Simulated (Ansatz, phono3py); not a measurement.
# CdS (Greenockite, P6_3mc): solver, mesh and scattering choices in phono3py, part 5 of 5

Wanted: the sensitivity of κ of CdS (Greenockite) to the choices of the transport step.

What experiment has found for this phase:
- thermal conductivity 16 W/m/K near room temperature (given in “Combining the AFLOW GIBBS and Elastic Libraries to efficiently and robustly screen thermo-mechanical properties of solids”, 2017, arXiv:1611.05714)

Ansatz 0.2.0 and phono3py 4.10.0; DFT LDA, scalar-relativistic, plane waves, PAW; PAW set soft_1 (the session's first sound run).

So far, κ at 300 K (W/m/K): step 3 (relaxation-time solution) 15.4; step 15 (solver LBTE) 17.4; step 16 (solver RTA with coherences (SMM19)) 15.5; step 17 (delta function Gaussian, sigma 0.05 THz) 15.1; step 18 (delta function Gaussian, sigma 1 THz) 9.72.

The database entry behind the starting cell differs from later determinations by our own check (about 0.35 % long), so it need not match the best structure at ambient conditions.

## 20. Without the dipole term, third order supercell 3×3×2, supercell 3×3×2

Level of this step: DFT LDA, scalar-relativistic, plane waves, PAW; PAW set soft_1; phono3py on Ansatz's force constants (phono3py).

Dropping the dipole term tests how much its part of the interpolation matters for κ.

File phono3py.yaml:

```yaml
phono3py:
  version: "4.10.0"
  frequency_unit_conversion_factor: 15.633302
  symmetry_tolerance: 1.00000e-05

physical_unit:
  atomic_mass: "AMU"
  length: "angstrom"

space_group:
  type: "P6_3mc"
  number: 186
  Hall_symbol: "P 6c -2c"

primitive_matrix:
- [  1.000000000000000,  0.000000000000000,  0.000000000000000 ]
- [  0.000000000000000,  1.000000000000000,  0.000000000000000 ]
- [  0.000000000000000,  0.000000000000000,  1.000000000000000 ]

supercell_matrix:
- [   3,   0,   0 ]
- [   0,   3,   0 ]
- [   0,   0,   2 ]

# [primitive_cell block left out]
unit_cell:
  lattice:
  - [     4.073843609889433,    -0.000000000028867,     0.000000000000000 ] # a
  - [    -2.036921804919716,     3.528052057223585,     0.000000000000000 ] # b
  - [     0.000000000000000,     0.000000000000000,     6.638760861100000 ] # c
  points:
  - symbol: Cd # 1
    coordinates: [  0.333333333333333,  0.666666666666667, -0.000535718500000 ]
    mass: 112.414000
    reduced_to: 1
  - symbol: Cd # 2
    coordinates: [  0.666666666666667,  0.333333333333333,  0.499464281500000 ]
    mass: 112.414000
    reduced_to: 2
  - symbol: S # 3
    coordinates: [  0.333333333333333,  0.666666666666667,  0.375535718500000 ]
    mass: 32.060000
    reduced_to: 3
  - symbol: S # 4
    coordinates: [  0.666666666666667,  0.333333333333333,  0.875535718500000 ]
    mass: 32.060000
    reduced_to: 4

# [supercell block left out]
phonon_supercell_matrix:
- [   3,   0,   0 ]
- [   0,   3,   0 ]
- [   0,   0,   2 ]

# [phonon_primitive_cell block left out]
# [phonon_supercell block left out]
nac:
  born_effective_charge:
  - # 1 (Cd)
    - [  2.064341894704158,  0.000000000000000,  0.000000000000000 ]
    - [  0.000000000000000,  2.064341894704158,  0.000000000000000 ]
    - [  0.000000000000000,  0.000000000000000,  2.163932318927105 ]
  - # 2 (Cd)
    - [  2.064341894704158,  0.000000000000000,  0.000000000000000 ]
    - [  0.000000000000000,  2.064341894704158,  0.000000000000000 ]
    - [  0.000000000000000,  0.000000000000000,  2.163932318927105 ]
  - # 3 (S)
    - [ -2.064341894704158,  0.000000000000000,  0.000000000000000 ]
    - [  0.000000000000000, -2.064341894704158,  0.000000000000000 ]
    - [  0.000000000000000,  0.000000000000000, -2.163932318927105 ]
  - # 4 (S)
    - [ -2.064341894704158,  0.000000000000000,  0.000000000000000 ]
    - [  0.000000000000000, -2.064341894704158,  0.000000000000000 ]
    - [  0.000000000000000,  0.000000000000000, -2.163932318927105 ]
  dielectric_constant:
    - [  6.409958018941685,  0.000000000000000,  0.000000000000000 ]
    - [ -0.000000000000001,  6.409958018941684,  0.000000000000000 ]
    - [  0.000000000000000,  0.000000000000000,  6.516668704070238 ]
  unit_conversion_factor: 14.399645
```

Command:

```console
$ phono3py phono3py.yaml --mesh 15 15 7 --br --isotope --nonac --ts 100 300 600
```

The log of the run:

```text
Rust backend (phonors) using rayon (8 threads).
Running in phono3py.load mode.
Spglib version 2.8.0
----------------------------- General settings -----------------------------
Run mode: conductivity-RTA
HDF5 data compression filter: gzip
Crystal structure was read from "phono3py.yaml".
Supercell (dim): [3 3 2]
Phonon supercell (dim-fc2): [3 3 2]
Primitive matrix:
  [1. 0. 0.]
  [0. 1. 0.]
  [0. 0. 1.]
Spacegroup: P6_3mc (186)
Use -v option to watch primitive cell, unit cell, and supercell structures.
fc3 was read from "fc3.hdf5".
fc2 was read from "fc2.hdf5".
----------------------------- Force constants ------------------------------
Max drift of fc3: 0.00000300 (zzz) 0.00000300 (zzz) 0.00000300 (zzz)
Max drift of fc2: -0.00000600 (zz) -0.00000600 (zz)
--------------------------- Calculation settings ---------------------------
BZ integration: Tetrahedron-method
Temperature:  100.0  300.0  600.0
Cutoff frequency: 0.01
Mesh sampling: [ 15 15 7 ]
Generating grid system ... [ 15 15 7 ]
fc3-r2q-transformation over three atoms: True
--------------------------- Phonon calculations ----------------------------
Running harmonic phonon calculations...
-------------------- Lattice thermal conductivity (RTA) --------------------
Running heat capacity calculations...
Running velocity calculations...
Running isotope scattering calculations with tetrahedron method...
======================= Grid point 0 (1/108) =======================
q-point: ( 0.00  0.00  0.00)
Boundary mean free path (millimeter): 1000.000
Mass variance parameters: 2.72e-04 2.72e-04 1.65e-04 1.65e-04
Number of triplets: 108
Frequency     group velocity (x, y, z)     |gv|
  -0.004   (   0.000    0.000    0.000)    0.000
  -0.003   (   0.000    0.000    0.000)    0.000
   0.002   (   0.000    0.000    0.000)    0.000
   1.260   (  -0.000    0.000   -0.000)    0.000
   1.260   (  -0.000   -0.000   -0.000)    0.000
   4.103   (   0.000    0.000    0.000)    0.000
   7.210   (   0.000    0.000    0.000)    0.000
   7.423   (  -0.000   -0.000   -0.000)    0.000
   7.423   (   0.000   -0.000    0.000)    0.000
   7.815   (   0.000   -0.000    0.000)    0.000
   7.815   (   0.000   -0.000    0.000)    0.000
   9.198   (   0.000    0.000    0.000)    0.000
======================= Grid point 1 (2/108) =======================
q-point: ( 0.07  0.00  0.00)
Boundary mean free path (millimeter): 1000.000
Mass variance parameters: 2.72e-04 2.72e-04 1.65e-04 1.65e-04
Number of triplets: 256
Frequency     group velocity (x, y, z)     |gv|
   0.223   (  16.781    9.688    0.000)   19.377
   0.260   (  11.905    6.873    0.000)   13.746
   0.770   (  33.031   19.070    0.000)   38.141
   1.275   (   1.413    0.816    0.000)    1.631
[...]
[105 grid points left out]
======================= Grid point 805 (108/108) =======================
q-point: ( 0.33  0.33  0.43)
Boundary mean free path (millimeter): 1000.000
Mass variance parameters: 2.72e-04 2.72e-04 1.65e-04 1.65e-04
Number of triplets: 165
Frequency     group velocity (x, y, z)     |gv|
[...]
4.232   (  -0.545   -0.944    2.115)    2.379
   4.232   (   0.545    0.944    2.115)    2.379
   8.146   (  -0.399   -0.691   -1.330)    1.551
   8.146   (   0.399    0.691   -1.330)    1.551
   8.731   (  -0.457   -0.792    0.022)    0.915
   8.731   (   0.457    0.792    0.022)    0.915
   8.911   (   0.000    0.000    6.472)    6.472
   9.048   (   0.000    0.000   -6.017)    6.017
=================== End of collection of collisions ===================
----------- Thermal conductivity (W/m-k) with tetrahedron method -----------
#  T(K)        xx         yy         zz         yz         xz         xy
  100.0      44.786     44.786     57.744     -0.000     -0.000     -0.000
  300.0      15.023     15.023     18.780      0.000     -0.000     -0.000
  600.0       7.808      7.808      9.644      0.000     -0.000     -0.000

Thermal conductivity related properties were written into
"kappa-m15157.hdf5".
Summary of calculation was written in "phono3py.yaml".
```

The job ended after 17 s (8 threads of Intel Xeon at 2.70GHz, shared host; peak memory 0.09 GiB).

Numbers from this step:

```
κ at 300 K            : 16.28 W/m/K
κ xx, yy, zz at 300 K : 15.02, 15.02, 18.78 W/m/K
```

W/m/K. Kappa, by row:

| T (K) | xx | yy | zz | yz | xz | xy |
| --- | --- | --- | --- | --- | --- | --- |
| 100 | 44.79 | 44.79 | 57.74 | 0 | 0 | 0 |
| 300 | 15.02 | 15.02 | 18.78 | 0 | 0 | 0 |
| 600 | 7.808 | 7.808 | 9.644 | 0 | 0 | 0 |

κ at 300 K goes from 15.4 to 16.3 W/(m K). Only the interpolation between the solved wavevectors changes, and the fewer these are, the more it matters.

## 21. A changed mass, third order supercell 3×3×2, supercell 3×3×2

Changing one mass at fixed force constants separates the effect of mass from that of bonding.

phono3py.yaml is that of step 20.

Command:

```console
$ phono3py phono3py.yaml --mesh 15 15 7 --br --mass 112.414 112.414 96.180 96.180 --ts 100 300 600
```

The log of the run:

```text
[banner, memory and clock lines left out]
Rust backend (phonors) using rayon (8 threads).
Running in phono3py.load mode.
Spglib version 2.8.0
----------------------------- General settings -----------------------------
Run mode: conductivity-RTA
HDF5 data compression filter: gzip
Crystal structure was read from "phono3py.yaml".
Supercell (dim): [3 3 2]
Phonon supercell (dim-fc2): [3 3 2]
Primitive matrix:
  [1. 0. 0.]
  [0. 1. 0.]
  [0. 0. 1.]
Spacegroup: P6_3mc (186)
Use -v option to watch primitive cell, unit cell, and supercell structures.
NAC parameters were read from "phono3py.yaml".
fc3 was read from "fc3.hdf5".
fc2 was read from "fc2.hdf5".
----------------------------- Force constants ------------------------------
Max drift of fc3: 0.00000300 (zzz) 0.00000300 (zzz) 0.00000300 (zzz)
Max drift of fc2: -0.00000600 (zz) -0.00000600 (zz)
--------------------------- Calculation settings ---------------------------
Non-analytical term correction (NAC): True
NAC unit conversion factor:  14.39964
BZ integration: Tetrahedron-method
Temperature:  100.0  300.0  600.0
Cutoff frequency: 0.01
Mesh sampling: [ 15 15 7 ]
Generating grid system ... [ 15 15 7 ]
fc3-r2q-transformation over three atoms: True
--------------------------- Phonon calculations ----------------------------
  PRB 50, 13035(R) (1994), PRB 55, 10355 (1997)
  G-cutoff distance: 0.91, Number of G-points: 313, Lambda: 0.24
Running harmonic phonon calculations...
-------------------- Lattice thermal conductivity (RTA) --------------------
Running heat capacity calculations...
Running velocity calculations...
======================= Grid point 0 (1/108) =======================
q-point: ( 0.00  0.00  0.00)
Boundary mean free path (millimeter): 1000.000
Number of triplets: 108
Frequency     group velocity (x, y, z)     |gv|
  -0.003   (   0.000    0.000    0.000)    0.000
  -0.002   (   0.000    0.000    0.000)    0.000
   0.002   (   0.000    0.000   -0.000)    0.000
   1.082   (   0.000   -0.000   -0.000)    0.000
   1.082   (   0.000    0.000   -0.000)    0.000
   3.903   (  -0.000    0.000    0.000)    0.000
   5.002   (  -0.000    0.000    0.000)    0.000
   5.149   (   0.000    0.000    0.000)    0.000
   5.149   (   0.000    0.000   -0.000)    0.000
   5.256   (   0.000    0.000   -0.000)    0.000
   5.256   (  -0.000    0.000    0.000)    0.000
   5.582   (  -0.000   -0.000    0.000)    0.000
======================= Grid point 1 (2/108) =======================
q-point: ( 0.07  0.00  0.00)
Boundary mean free path (millimeter): 1000.000
Number of triplets: 256
Frequency     group velocity (x, y, z)     |gv|
   0.215   (   9.837    5.680    0.000)   11.359
   0.243   (  15.125    8.733    0.000)   17.465
   0.652   (  28.245   16.307    0.000)   32.614
   1.084   (   0.269    0.155    0.000)    0.311
[...]
[105 grid points left out]
======================= Grid point 805 (108/108) =======================
q-point: ( 0.33  0.33  0.43)
Boundary mean free path (millimeter): 1000.000
Number of triplets: 165
Frequency     group velocity (x, y, z)     |gv|
[...]
4.129   (  -1.001   -1.734    2.557)    3.248
   4.129   (   1.001    1.734    2.557)    3.248
   5.134   (  -0.802   -1.388    1.588)    2.256
   5.134   (   0.802    1.388    1.588)    2.256
   5.408   (  -0.478   -0.827   -2.149)    2.352
   5.408   (   0.478    0.827   -2.149)    2.352
   5.720   (  -0.000   -0.000    2.259)    2.259
   5.771   (  -0.000   -0.000   -2.363)    2.363
=================== End of collection of collisions ===================
----------- Thermal conductivity (W/m-k) with tetrahedron method -----------
#  T(K)        xx         yy         zz         yz         xz         xy
  100.0      30.032     30.032     31.181      0.000     -0.000     -0.000
  300.0       8.630      8.630      8.842      0.000     -0.000     -0.000
  600.0       4.249      4.249      4.349      0.000     -0.000     -0.000

Thermal conductivity related properties were written into
"kappa-m15157.hdf5".
Summary of calculation was written in "phono3py.yaml".
```

Elapsed: 15 s, on 8 threads; peak memory 0.09 GiB.

This step gave:

```yaml
kappa_at_300_k: 8.7 W/m/K
kappa_xx_yy_zz_at_300_k: 8.63, 8.63, 8.842 W/m/K
```

W/m/K. Kappa, by row:

| T (K) | xx | yy | zz | yz | xz | xy |
| --- | --- | --- | --- | --- | --- | --- |
| 100 | 30.03 | 30.03 | 31.18 | 0 | 0 | 0 |
| 300 | 8.63 | 8.63 | 8.842 | 0 | 0 | 0 |
| 600 | 4.249 | 4.249 | 4.349 | 0 | 0 | 0 |

Without isotope scattering in either run, κ at 300 K goes from 17.3 to 8.7 W/(m K).

## 22. Mass disorder, third order supercell 3×3×2, supercell 3×3×2

A typed mass variance takes the place of the natural one on the sites of one element, as a model of more or less disorder.

phono3py.yaml is that of step 21.

Command:

```console
$ phono3py phono3py.yaml --mesh 15 15 7 --br --isotope --mv 0.0002716 0.0002716 0.01 0.01 --ts 100 150 200 300 400 500 600 800
```

The log of the run:

```text
[banner, memory and clock lines left out]
Rust backend (phonors) using rayon (8 threads).
Running in phono3py.load mode.
Spglib version 2.8.0
----------------------------- General settings -----------------------------
Run mode: conductivity-RTA
HDF5 data compression filter: gzip
Crystal structure was read from "phono3py.yaml".
Supercell (dim): [3 3 2]
Phonon supercell (dim-fc2): [3 3 2]
Primitive matrix:
  [1. 0. 0.]
  [0. 1. 0.]
  [0. 0. 1.]
Spacegroup: P6_3mc (186)
Use -v option to watch primitive cell, unit cell, and supercell structures.
NAC parameters were read from "phono3py.yaml".
fc3 was read from "fc3.hdf5".
fc2 was read from "fc2.hdf5".
----------------------------- Force constants ------------------------------
Max drift of fc3: 0.00000300 (zzz) 0.00000300 (zzz) 0.00000300 (zzz)
Max drift of fc2: -0.00000600 (zz) -0.00000600 (zz)
--------------------------- Calculation settings ---------------------------
Non-analytical term correction (NAC): True
NAC unit conversion factor:  14.39964
BZ integration: Tetrahedron-method
Temperature:  100.0  150.0  200.0  300.0  400.0 ... 800.0
Cutoff frequency: 0.01
Mesh sampling: [ 15 15 7 ]
Generating grid system ... [ 15 15 7 ]
fc3-r2q-transformation over three atoms: True
--------------------------- Phonon calculations ----------------------------
  PRB 50, 13035(R) (1994), PRB 55, 10355 (1997)
  G-cutoff distance: 0.91, Number of G-points: 313, Lambda: 0.24
Running harmonic phonon calculations...
-------------------- Lattice thermal conductivity (RTA) --------------------
Running heat capacity calculations...
Running velocity calculations...
Running isotope scattering calculations with tetrahedron method...
======================= Grid point 0 (1/108) =======================
q-point: ( 0.00  0.00  0.00)
Boundary mean free path (millimeter): 1000.000
Mass variance parameters: 2.72e-04 2.72e-04 1.00e-02 1.00e-02
Number of triplets: 108
Frequency     group velocity (x, y, z)     |gv|
  -0.004   (   0.000    0.000    0.000)    0.000
  -0.003   (   0.000    0.000    0.000)    0.000
   0.002   (   0.000    0.000    0.000)    0.000
   1.260   (   0.000   -0.000    0.000)    0.000
   1.260   (   0.000    0.000    0.000)    0.000
   4.103   (  -0.000    0.000   -0.000)    0.000
   7.210   (   0.000    0.000   -0.000)    0.000
   7.423   (   0.000    0.000    0.000)    0.000
   7.423   (   0.000   -0.000   -0.000)    0.000
   7.815   (   0.000   -0.000    0.000)    0.000
   7.815   (   0.000   -0.000   -0.000)    0.000
   9.198   (   0.000    0.000    0.000)    0.000
======================= Grid point 1 (2/108) =======================
q-point: ( 0.07  0.00  0.00)
Boundary mean free path (millimeter): 1000.000
Mass variance parameters: 2.72e-04 2.72e-04 1.00e-02 1.00e-02
Number of triplets: 256
Frequency     group velocity (x, y, z)     |gv|
   0.258   (  11.771    6.796    0.000)   13.592
   0.291   (  18.069   10.432    0.000)   20.864
   0.783   (  33.817   19.524    0.000)   39.049
   1.261   (   0.188    0.108    0.000)    0.217
[...]
[105 grid points left out]
======================= Grid point 805 (108/108) =======================
q-point: ( 0.33  0.33  0.43)
Boundary mean free path (millimeter): 1000.000
Mass variance parameters: 2.72e-04 2.72e-04 1.00e-02 1.00e-02
Number of triplets: 165
Frequency     group velocity (x, y, z)     |gv|
[...]
4.232   (  -0.533   -0.922    2.114)    2.367
   4.232   (   0.533    0.922    2.114)    2.367
   8.145   (  -0.418   -0.724   -1.300)    1.545
   8.145   (   0.418    0.724   -1.300)    1.545
   8.731   (  -0.416   -0.720   -0.007)    0.831
   8.731   (   0.415    0.720   -0.007)    0.831
   8.911   (   0.000    0.000    6.464)    6.464
   9.048   (   0.000    0.000   -6.009)    6.009
=================== End of collection of collisions ===================
----------- Thermal conductivity (W/m-k) with tetrahedron method -----------
#  T(K)        xx         yy         zz         yz         xz         xy
  100.0      36.601     36.601     41.677      0.000     -0.000     -0.000
  150.0      25.147     25.147     27.709      0.000      0.000     -0.000
  200.0      19.298     19.298     20.918      0.000      0.000     -0.000
  300.0      13.377     13.377     14.262      0.000      0.000     -0.000
  400.0      10.324     10.324     10.915      0.000      0.000     -0.000
  500.0       8.435      8.435      8.870      0.000      0.000     -0.000
  600.0       7.142      7.142      7.483      0.000      0.000     -0.000
  800.0       5.478      5.478      5.712      0.000      0.000     -0.000

Thermal conductivity related properties were written into
"kappa-m15157.hdf5".
Summary of calculation was written in "phono3py.yaml".
```

Wall time 17 s (8 threads); peak memory 0.09 GiB.

Numbers from this step:

| Quantity | Value |
| --- | --- |
| κ at 300 K | 13.67 W/m/K |
| κ xx, yy, zz at 300 K | 13.38, 13.38, 14.26 W/m/K |

W/m/K. Kappa, by row:

| T (K) | xx | yy | zz | yz | xz | xy |
| --- | --- | --- | --- | --- | --- | --- |
| 100 | 36.6 | 36.6 | 41.68 | 0 | 0 | 0 |
| 150 | 25.15 | 25.15 | 27.71 | 0 | 0 | 0 |
| 200 | 19.3 | 19.3 | 20.92 | 0 | 0 | 0 |
| 300 | 13.38 | 13.38 | 14.26 | 0 | 0 | 0 |
| 400 | 10.32 | 10.32 | 10.91 | 0 | 0 | 0 |
| 500 | 8.435 | 8.435 | 8.87 | 0 | 0 | 0 |
| 600 | 7.142 | 7.142 | 7.483 | 0 | 0 | 0 |
| 800 | 5.478 | 5.478 | 5.712 | 0 | 0 | 0 |

κ at 300 K goes from 15.4 in the base run to 13.7 W/(m K).

## 23. An input with a fault, third order supercell 3×3×2, supercell 3×3×2

This input was changed on purpose, to see how the program answers.

phono3py.yaml is that of step 22.

Command:

```console
$ phono3py phono3py.yaml --br --ts 300
```

The log of the run:

```text
Rust backend (phonors) using rayon (8 threads).
Running in phono3py.load mode.
Spglib version 2.8.0
----------------------------- General settings -----------------------------
Run mode: conductivity-RTA
HDF5 data compression filter: gzip
Crystal structure was read from "phono3py.yaml".
Supercell (dim): [3 3 2]
Phonon supercell (dim-fc2): [3 3 2]
Primitive matrix:
  [1. 0. 0.]
  [0. 1. 0.]
  [0. 0. 1.]
Spacegroup: P6_3mc (186)
Use -v option to watch primitive cell, unit cell, and supercell structures.

Mesh numbers have to be specified.

  ___ _ __ _ __ ___  _ __
 / _ \ '__| '__/ _ \| '__|
|  __/ |  | | | (_) | |
 \___|_|  |_|  \___/|_|
```

It took 0.82 s on 8 threads; peak memory 0.07 GiB.

The run ended with an error.

The fault put into the input: no mesh.

## 24. Outcome

```json
{"κ at 300 K, RTA, natural isotopes, mesh 15×15×7": "15.4 W/m/K", "κ at 300 K, RTA, pure, mesh 15×15×7": "17.3 W/m/K", "κ at 300 K, LBTE, mesh 15×15×7": "17.4 W/m/K", "κ at 300 K, with coherences, mesh 15×15×7": "15.5 W/m/K", "κ at 300 K, no dipole term, mesh 15×15×7": "16.3 W/m/K"}
```

In words: On these constants κ of CdS (Greenockite) at 300 K is 15.4 W/(m K) in the base run, by relaxation time; smearing and coherences move that between 9.72 and 15.5. The full solution gives 17.4 W/(m K) (phono3py, mesh 15×15×7). On the same constants and mesh Ansatz's figure, which includes its coherence part, and phono3py's, which doesn't, differ by up to 1.3 %; with phono3py's own coherence part added, which is defined differently, the largest difference is 0.38 %. The last step of the mesh series (17x17x9 to 21x21x11) moves κ at 300 K by +0.1 %, while the coarsest mesh gives 57 % of the densest value. Normal processes make 59 % of the three-phonon scattering at 300 K, weighting modes by their heat capacity. A boundary length of 0.03 µm leaves 30 % of κ at 300 K. A boundary length of 0.3 µm leaves 71 % of κ at 300 K. Scaling the mass of S by 3 at fixed force constants, a model exercise, multiplies the isotope-free κ by 0.503. A mass variance of 0.01 on the S sites, typed in place of the natural one, gives 89 % of the base value. A measured thermal conductivity near room temperature is 16 W/m/K (arXiv:1611.05714); the calculated 17.4 W/m/K differs by +9 %. Part of this agreement may be a cancellation, since four-phonon scattering and the shift of frequencies with temperature are both left out. The PAW files were made for PBE and are used here under another functional, for which the program regenerates the frozen cores.

[Logs are printed without paths, hosts, clocks, repeated set-up lines and the standing remarks that a program may print on its own settings, such as how far it seeks lower states.]

[Hosts, paths, dates, database ids (printed as entryN), source tags and the programs' standing remarks are cut or masked in the printed files.]

[A step with changed settings may run another functional than the one named; its input shows which.]
